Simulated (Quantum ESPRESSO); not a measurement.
## Be5Fe: orders under volume

How does volume change the magnetic state of Be5Fe?

Calculated with Quantum ESPRESSO 7.5; LDA; plane waves with GBRV 1.5 LDA potentials, no spin-orbit coupling.

## 1. The structure

Symmetry: F-43m, No. 216, cubic system. Conventional cell: a = 5.839 Å, b = 5.839 Å, c = 5.839 Å, α = 90.00°, β = 90.00°, γ = 90.00°. Nearest to Be lie 9 Be at 2.05 to 2.42 Å and 3 Fe at 2.42 Å. Be has 12 Be at 2.42 Å and 4 Fe at 2.53 Å nearest. Fe has 16 Be at 2.42 to 2.53 Å nearest. Farther neighbours are not listed.

The cell comes from Materials Project 2023-11-01, a database of computed structures, and need not be the stable phase.

## 2. Volume 0.8, ferro +

All lengths scale alike; the factor is that of the volume. Atoms keep their fractional places. Seeded atoms are those given a starting moment.

ASE passes magmoms on as starting_magnetization. pw.x reads values of 1 or more as Bohr magnetons; where all are smaller, it reads them as fractions of the valence charge.

Contents of pw.py:

```python
from ase import Atoms
from ase.calculators.espresso import Espresso, EspressoProfile

atoms = Atoms(['Be', 'Be', 'Be', 'Be', 'Be', 'Fe'],
    cell=[[0.0, 2.7100431, 2.7100431],
         [2.7100431, 0.0, 2.7100431],
         [2.7100431, 2.7100431, 0.0]],
    scaled_positions=[[0.87575571, 0.87575571, 0.87575571],
         [0.87575571, 0.87575571, 0.37273286],
         [0.87575571, 0.37273286, 0.87575571],
         [0.37273286, 0.87575571, 0.87575571],
         [0.5, 0.5, 0.5],
         [0.25, 0.25, 0.25]],
    pbc=True,
    magmoms=[0.0, 0.0, 0.0, 0.0, 0.0, 2.8])
input_data = {
    'control': {'calculation': 'scf', 'prefix': 'pwscf', 'outdir': './tmp', 'disk_io': 'nowf', 'tprnfor': True, 'tstress': True},
    'system': {'ecutwfc': 40.0, 'ecutrho': 280.0, 'nbnd': 29, 'occupations': 'smearing', 'smearing': 'fd', 'degauss': 0.00999582, 'nspin': 2},
    'electrons': {'conv_thr': 1.2e-08, 'electron_maxstep': 150, 'mixing_beta': 0.3},
}
atoms.calc = Espresso(
    profile=EspressoProfile(command='mpirun -n 2 pw.x -nk 2', pseudo_dir='pseudo'),
    pseudopotentials={'Fe': 'fe_lda_v1.5.uspp.F.UPF', 'Be': 'be_lda_v1.4.uspp.F.UPF'},
    input_data=input_data,
    kpts=(8, 8, 8),
    koffset=(0, 0, 0))
atoms.get_potential_energy()
energy = atoms.calc.results['free_energy']
print(f'free energy: {energy:.6f} eV')
print('site moments (muB):', atoms.get_magnetic_moments().round(3))
```

Contents of espresso.pwi:

```
&CONTROL
   calculation      = 'scf'
   tstress          = .true.
   tprnfor          = .true.
   outdir           = './tmp'
   prefix           = 'pwscf'
   disk_io          = 'nowf'
   pseudo_dir       = 'pseudo'
/
&SYSTEM
   nbnd             = 29
   ecutwfc          = 40.0
   ecutrho          = 280.0
   occupations      = 'smearing'
   degauss          = 0.00999582
   smearing         = 'fd'
   nspin            = 2
   starting_magnetization(1) = 0.0
   starting_magnetization(2) = 2.8
   ntyp             = 2
   nat              = 6
   ibrav            = 0
/
&ELECTRONS
   electron_maxstep = 150
   conv_thr         = 1.2e-08
   mixing_beta      = 0.3
/
&IONS
/
&CELL
/
&FCP
/
&RISM
/
ATOMIC_SPECIES
Be  9.0121831 be_lda_v1.4.uspp.F.UPF
Fe  55.845 fe_lda_v1.5.uspp.F.UPF

K_POINTS automatic
8 8 8  0 0 0

CELL_PARAMETERS angstrom
0.00000000000000 2.71004310000000 2.71004310000000
2.71004310000000 0.00000000000000 2.71004310000000
2.71004310000000 2.71004310000000 0.00000000000000

ATOMIC_POSITIONS angstrom
Be  4.7466714383 4.7466714383 4.7466714383  
Be  3.3834578346 3.3834578346 4.7466714383  
Be  3.3834578346 4.7466714383 3.3834578346  
Be  4.7466714383 3.3834578346 3.3834578346  
Be  2.7100431000 2.7100431000 2.7100431000  
Fe  1.3550215500 1.3550215500 1.3550215500
```

The run is started by

```
OMP_NUM_THREADS=1 python3 pw.py > pw.log
```

Output:

```text
free energy: -5310.116319 eV
site moments (muB): [0.    0.    0.    0.    0.    0.005]

--- espresso.pwo ---
Program PWSCF v.7.5 starts

Warning: card &CELL ignored
Warning: card &FCP ignored
Warning: card &RISM ignored

     Message from routine setup:
     using ibrav=0 with symmetry is DISCOURAGED, use correct ibrav instead

     K-points division:     npool     =       2
     Subspace diagonalization in iterative solution of the eigenvalue problem:

     bravais-lattice index     =            0
     lattice parameter (alat)  =       7.2425  a.u.
     unit-cell volume          =     268.6304 (a.u.)^3
     number of atoms/cell      =            6
     number of atomic types    =            2
     number of electrons       =        36.00
     number of Kohn-Sham states=           29
     kinetic-energy cutoff     =      40.0000  Ry
     charge density cutoff     =     280.0000  Ry
     scf convergence threshold =      1.2E-08
     mixing beta               =       0.3000
     number of iterations used =            8  plain     mixing
     Exchange-correlation=  SLA  PZ   NOGX NOGC
                           (   1   1   0   0   0   0   0)

     celldm(1)=   7.242526  celldm(2)=   0.000000  celldm(3)=   0.000000
     celldm(4)=   0.000000  celldm(5)=   0.000000  celldm(6)=   0.000000

     crystal axes: (cart. coord. in units of alat)
               a(1) = (   0.000000   0.707107   0.707107 )
               a(2) = (   0.707107   0.000000   0.707107 )
               a(3) = (   0.707107   0.707107   0.000000 )

     reciprocal axes: (cart. coord. in units 2 pi/alat)
               b(1) = ( -0.707107  0.707107  0.707107 )
               b(2) = (  0.707107 -0.707107  0.707107 )
               b(3) = (  0.707107  0.707107 -0.707107 )

     PseudoPot. # 1 for Be read from file:
     be_lda_v1.4.uspp.F.UPF
     Pseudo is Ultrasoft, Zval =  4.0

     PseudoPot. # 2 for Fe read from file:
     fe_lda_v1.5.uspp.F.UPF
     Pseudo is Ultrasoft + core correction, Zval = 16.0

     atomic species   valence    mass     pseudopotential
     Be                4.00     9.01218     Be( 1.00)
     Fe               16.00    55.84500     Fe( 1.00)

     Starting magnetic structure
     atomic species   magnetization
     Be              0.000
     Fe              0.175

     24 Sym. Ops. (no inversion) found

   Cartesian axes

     site n.     atom                  positions (alat units)
         1        Be     tau(   1) = (   1.2385056   1.2385056   1.2385056  )
         2        Be     tau(   2) = (   0.8828147   0.8828147   1.2385056  )
         3        Be     tau(   3) = (   0.8828147   1.2385056   0.8828147  )
         4        Be     tau(   4) = (   1.2385056   0.8828147   0.8828147  )
         5        Be     tau(   5) = (   0.7071068   0.7071068   0.7071068  )
         6        Fe     tau(   6) = (   0.3535534   0.3535534   0.3535534  )

     number of k points=    29  Fermi-Dirac smearing, width (Ry)=  0.0100
                       cart. coord. in units 2pi/alat
        k(    1) = (   0.0000000   0.0000000   0.0000000), wk =   0.0019531
        k(    2) = (   0.0883883   0.0883883  -0.0883883), wk =   0.0156250
        k(    3) = (   0.1767767   0.1767767  -0.1767767), wk =   0.0156250
        k(    4) = (   0.2651650   0.2651650  -0.2651650), wk =   0.0156250
        k(    5) = (  -0.3535534  -0.3535534   0.3535534), wk =   0.0078125
        [... 24 further k-points ...]

     Dense  grid:    21331 G-vectors     FFT dimensions: (  40,  40,  40)

     Smooth grid:     9257 G-vectors     FFT dimensions: (  30,  30,  30)

     Check: negative core charge=   -0.000031
     Generating pointlists ...
     new r_m :   0.2050 (alat units)  1.4847 (a.u.) for type    1
     new r_m :   0.2417 (alat units)  1.7506 (a.u.) for type    2

     Initial potential from superposition of free atoms

     starting charge      34.9992, renormalised to      36.0000
     Starting wfcs are   38 randomized atomic wfcs

     Self-consistent Calculation

     iteration #  1     ecut=    40.00 Ry     beta= 0.30
     Davidson diagonalization with overlap
     ethr =  1.00E-02,  avg # of iterations =  2.1

     total energy              =    -389.99006099 Ry
     estimated scf accuracy    <       0.91931654 Ry

     total magnetization       =     1.87 Bohr mag/cell
     absolute magnetization    =     2.04 Bohr mag/cell

     iteration #  2     ecut=    40.00 Ry     beta= 0.30
     Davidson diagonalization with overlap
     ethr =  2.55E-03,  avg # of iterations =  2.0

     total energy              =    -390.02284511 Ry
     estimated scf accuracy    <       3.00786356 Ry

     total magnetization       =     0.62 Bohr mag/cell
     absolute magnetization    =     0.75 Bohr mag/cell

     [... further iterations left out ...]

     iteration # 19     ecut=    40.00 Ry     beta= 0.30
     Davidson diagonalization with overlap
     ethr =  4.00E-10,  avg # of iterations =  2.0

     total energy              =    -390.28637437 Ry
     estimated scf accuracy    <       0.00000006 Ry

     total magnetization       =     0.03 Bohr mag/cell
     absolute magnetization    =     0.03 Bohr mag/cell

     iteration # 20     ecut=    40.00 Ry     beta= 0.30
     Davidson diagonalization with overlap
     ethr =  1.78E-10,  avg # of iterations =  3.6

     Magnetic moment per site  (integrated on atomic sphere of radius R)
     atom   1 (R=0.205)  charge=  2.9079  magn=  0.0000
     atom   2 (R=0.205)  charge=  2.9079  magn=  0.0000
     atom   3 (R=0.205)  charge=  2.9079  magn=  0.0000
     atom   4 (R=0.205)  charge=  2.9079  magn=  0.0000
     atom   5 (R=0.205)  charge=  2.6947  magn=  0.0001
     atom   6 (R=0.242)  charge= 14.1189  magn=  0.0046

     End of self-consistent calculation

     [... lines left out ...]
     the Fermi energy is    12.7913 ev

!    total energy              =    -390.28638494 Ry
     estimated scf accuracy    <          8.8E-10 Ry
     smearing contrib. (-TS)   =      -0.01553583 Ry
     internal energy E=F+TS    =    -390.27084911 Ry

     The total energy is F=E-TS. E is the sum of the following terms:
     one-electron contribution =    -216.89163822 Ry
     hartree contribution      =     103.77595075 Ry
     xc contribution           =     -53.77166593 Ry
     ewald contribution        =    -223.38349570 Ry

     total magnetization       =     0.01 Bohr mag/cell
     absolute magnetization    =     0.01 Bohr mag/cell

     convergence has been achieved in  20 iterations

     Forces acting on atoms (cartesian axes, Ry/au):

     atom    1 type  1   force =     0.00130034    0.00130034    0.00130034
     atom    2 type  1   force =    -0.00130034   -0.00130034    0.00130034
     atom    3 type  1   force =    -0.00130034    0.00130034   -0.00130034
     atom    4 type  1   force =     0.00130034   -0.00130034   -0.00130034
     atom    5 type  1   force =    -0.00000000    0.00000000   -0.00000000
     atom    6 type  2   force =    -0.00000000   -0.00000000   -0.00000000

     Total force =     0.004505     Total SCF correction =     0.000016

     Computing stress (Cartesian axis) and pressure

          total   stress  (Ry/bohr**3)                   (kbar)     P=      328.72
   0.00223459   0.00000000  -0.00000000          328.72        0.00       -0.00
   0.00000000   0.00223459  -0.00000000            0.00      328.72       -0.00
  -0.00000000  -0.00000000   0.00223459           -0.00       -0.00      328.72

=------------------------------------------------------------------------------=
   JOB DONE.
=------------------------------------------------------------------------------=
```

Wall time 38 s (2 MPI ranks of Intel Xeon Platinum 8559C (Emerald Rapids), shared host); peak memory 0.31 GiB.

Spin moment in the atom's sphere by atom:

| atom | spin moment in the atom's sphere (μB) |
| --- | --- |
| Be1 | 0.0000 |
| Be2 | 0.0000 |
| Be3 | 0.0000 |
| Be4 | 0.0000 |
| Be5 | 0.0001 |
| Fe6 | 0.0046 |

Numbers from this step:

```yaml
smearing_term_ts: 0.2114 eV
pressure: 32.87 GPa
magnetization: 0.005 μB
absolute_magnetization: 0.006 μB
final_state: non-magnetic
```

## 3. Volume 0.8, no spin polarisation

pw.py: that of step 2 with these lines changed.

```diff
@@ -13,7 +13,6 @@
          [0.25, 0.25, 0.25]],
-    pbc=True,
-    magmoms=[0.0, 0.0, 0.0, 0.0, 0.0, 2.8])
+    pbc=True)
 input_data = {
     'control': {'calculation': 'scf', 'prefix': 'pwscf', 'outdir': './tmp', 'disk_io': 'nowf', 'tprnfor': True, 'tstress': True},
-    'system': {'ecutwfc': 40.0, 'ecutrho': 280.0, 'nbnd': 29, 'occupations': 'smearing', 'smearing': 'fd', 'degauss': 0.00999582, 'nspin': 2},
+    'system': {'ecutwfc': 40.0, 'ecutrho': 280.0, 'nbnd': 27, 'occupations': 'smearing', 'smearing': 'fd', 'degauss': 0.00999582},
     'electrons': {'conv_thr': 1.2e-08, 'electron_maxstep': 150, 'mixing_beta': 0.3},
@@ -29,2 +28 @@
 print(f'free energy: {energy:.6f} eV')
-print('site moments (muB):', atoms.get_magnetic_moments().round(3))
```

The run is started by

```
OMP_NUM_THREADS=1 python3 pw.py > pw.log
```

Output:

```text
     [... lines left out ...]
free energy: -5310.116319 eV
--- espresso.pwo ---
Program PWSCF v.7.5 starts
     [... lines left out ...]
     number of atoms/cell      =            6
     [... lines left out ...]
     number of electrons       =        36.00
     number of Kohn-Sham states=           27
     kinetic-energy cutoff     =      40.0000  Ry
     charge density cutoff     =     280.0000  Ry
     scf convergence threshold =      1.2E-08
     [... lines left out ...]
     24 Sym. Ops. (no inversion) found
     [... lines left out ...]
     number of k points=    29  Fermi-Dirac smearing, width (Ry)=  0.0100
     [... lines left out ...]
     iteration # 11     ecut=    40.00 Ry     beta= 0.30
     [... lines left out ...]
     the Fermi energy is    12.7912 ev
!    total energy              =    -390.28638495 Ry
     estimated scf accuracy    <          6.0E-10 Ry
     smearing contrib. (-TS)   =      -0.01553582 Ry
     [... lines left out ...]
     convergence has been achieved in  11 iterations
     [... lines left out ...]
     Total force =     0.004496     Total SCF correction =     0.000006
     [... lines left out ...]
          total   stress  (Ry/bohr**3)                   (kbar)     P=      328.86
     [... lines left out ...]
```

Wall time 12 s (2 MPI ranks); peak memory 0.28 GiB.

This step gave:

| Item | Value |
| --- | --- |
| smearing term TS | 0.2114 eV |
| pressure | 32.89 GPa |
| final state | non-magnetic (no spin polarisation) |

## 4. Volume 1.16, ferro +

Contents of pw.py:

```python
from ase import Atoms
from ase.calculators.espresso import Espresso, EspressoProfile

atoms = Atoms(['Be', 'Be', 'Be', 'Be', 'Be', 'Fe'],
    cell=[[0.0, 3.06736552, 3.06736552],
         [3.06736552, 0.0, 3.06736552],
         [3.06736552, 3.06736552, 0.0]],
    scaled_positions=[[0.87575571, 0.87575571, 0.87575571],
         [0.87575571, 0.87575571, 0.37273286],
         [0.87575571, 0.37273286, 0.87575571],
         [0.37273286, 0.87575571, 0.87575571],
         [0.5, 0.5, 0.5],
         [0.25, 0.25, 0.25]],
    pbc=True,
    magmoms=[0.0, 0.0, 0.0, 0.0, 0.0, 2.8])
input_data = {
    'control': {'calculation': 'scf', 'prefix': 'pwscf', 'outdir': './tmp', 'disk_io': 'nowf', 'tprnfor': True, 'tstress': True},
    'system': {'ecutwfc': 40.0, 'ecutrho': 280.0, 'nbnd': 29, 'occupations': 'smearing', 'smearing': 'fd', 'degauss': 0.00999582, 'nspin': 2},
    'electrons': {'conv_thr': 1.2e-08, 'electron_maxstep': 150, 'mixing_beta': 0.3},
}
atoms.calc = Espresso(
    profile=EspressoProfile(command='mpirun -n 2 pw.x -nk 2', pseudo_dir='pseudo'),
    pseudopotentials={'Fe': 'fe_lda_v1.5.uspp.F.UPF', 'Be': 'be_lda_v1.4.uspp.F.UPF'},
    input_data=input_data,
    kpts=(8, 8, 8),
    koffset=(0, 0, 0))
atoms.get_potential_energy()
energy = atoms.calc.results['free_energy']
print(f'free energy: {energy:.6f} eV')
print('site moments (muB):', atoms.get_magnetic_moments().round(3))
```

The run is started by

```
OMP_NUM_THREADS=1 python3 pw.py > pw.log
```

Output:

```text
     [... lines left out ...]
free energy: -5309.851667 eV
site moments (muB): [-0.007 -0.007 -0.007 -0.007 -0.002  1.538]
--- espresso.pwo ---
Program PWSCF v.7.5 starts
     [... lines left out ...]
     number of atoms/cell      =            6
     [... lines left out ...]
     number of electrons       =        36.00
     number of Kohn-Sham states=           29
     kinetic-energy cutoff     =      40.0000  Ry
     charge density cutoff     =     280.0000  Ry
     scf convergence threshold =      1.2E-08
     [... lines left out ...]
     24 Sym. Ops. (no inversion) found
     [... lines left out ...]
     number of k points=    29  Fermi-Dirac smearing, width (Ry)=  0.0100
     [... lines left out ...]
     iteration # 12     ecut=    40.00 Ry     beta= 0.30
     [... lines left out ...]
     Magnetic moment per site  (integrated on atomic sphere of radius R)
     atom   1 (R=0.205)  charge=  2.9441  magn= -0.0074
     atom   2 (R=0.205)  charge=  2.9441  magn= -0.0074
     atom   3 (R=0.205)  charge=  2.9441  magn= -0.0074
     atom   4 (R=0.205)  charge=  2.9441  magn= -0.0074
     atom   5 (R=0.205)  charge=  2.7214  magn= -0.0023
     atom   6 (R=0.242)  charge= 14.4980  magn=  1.5378
     [... lines left out ...]
     the Fermi energy is     8.3824 ev
!    total energy              =    -390.26693339 Ry
     estimated scf accuracy    <          4.5E-09 Ry
     smearing contrib. (-TS)   =      -0.01606237 Ry
     [... lines left out ...]
     total magnetization       =     1.57 Bohr mag/cell
     absolute magnetization    =     1.77 Bohr mag/cell
     convergence has been achieved in  12 iterations
     [... lines left out ...]
     Total force =     0.009196     Total SCF correction =     0.000002
     [... lines left out ...]
          total   stress  (Ry/bohr**3)                   (kbar)     P=     -226.98
     [... lines left out ...]
```

Run time: 39 s. Hardware: 2 MPI ranks; peak memory 0.34 GiB.

This step gave:

```yaml
smearing_term_ts: 0.2185 eV
pressure: -22.70 GPa
magnetization: 1.567 μB
absolute_magnetization: 1.771 μB
final_state: ferromagnetic
largest_moment: 1.538 μB
```

## 5. All points

The runs not shown differ from these in the moved quantity alone.

States, by row:

| volume | ferro + | no spin polarisation |
| --- | --- | --- |
| 0.8 | non-magnetic | non-magnetic |
| 0.86 | ferromagnetic | non-magnetic |
| 0.92 | ferromagnetic | non-magnetic |
| 0.96 | ferromagnetic | non-magnetic |
| 1 | ferromagnetic | non-magnetic |
| 1.05 | ferromagnetic | non-magnetic |
| 1.1 | ferromagnetic | non-magnetic |
| 1.16 | ferromagnetic | non-magnetic |

Largest site moment, ferro + against volume:

| volume (factor) | largest site moment, ferro + (μB) |
| --- | --- |
| 0.800 | 0.00456 |
| 0.860 | 0.534 |
| 0.920 | 0.867 |
| 0.960 | 1.03 |
| 1.000 | 1.16 |
| 1.050 | 1.30 |
| 1.100 | 1.41 |
| 1.160 | 1.54 |

The energy less that of the parallel start, no spin polarisation by volume:

| volume (factor) | energy less that of the parallel start, no spin polarisation (meV a seeded atom) |
| --- | --- |
| 0.800 | -1.2e-4 |
| 0.860 | 1.91 |
| 0.920 | 11.4 |
| 0.960 | 21.9 |
| 1.000 | 34.9 |
| 1.050 | 53.8 |
| 1.100 | 74.6 |
| 1.160 | 101 |

Table of energy over the lowest by volume; values in meV an atom:

| volume (factor) | ferro + | no spin polarisation |
| --- | --- | --- |
| 0.800 | 104 | 104 |
| 0.860 | 28.9 | 29.2 |
| 0.920 | 0 | 1.90 |
| 0.960 | 0.301 | 3.95 |
| 1.000 | 12.8 | 18.7 |
| 1.050 | 42.6 | 51.6 |
| 1.100 | 84.9 | 97.3 |
| 1.160 | 148 | 165 |

## 6. Summary of results

| Property | Result |
| --- | --- |
| moment, parallel start | 0.00456 to 1.54 μB |
| states met from these starts | ferromagnetic and non-magnetic |

The parallel start holds a moment of 0.15 μB or more only at 0.86, 0.92, 0.96, 1, 1.05, 1.1 and 1.16. Only a parallel start was run beside the spinless one, so opposed or spiral orders, which may lie lower, are not probed. Energies are free energies at an electronic temperature of 1580 K, which lowers moments and differences where the moments are itinerant.

[Logs and program files are shortened in this print: banners, set-up blocks, solver, clock and traceback lines can be left out without a mark of their own.]

[Logs are printed without paths, hosts, clocks, repeated set-up lines and the standing remarks that a program may print on its own settings, such as how far it seeks lower states.]

[Hosts, paths, dates, database ids (printed as entryN), source tags and the programs' standing remarks are cut or masked in the printed files.]

[Where a cell is said to come from a database of computed structures, the database is the Materials Project.]
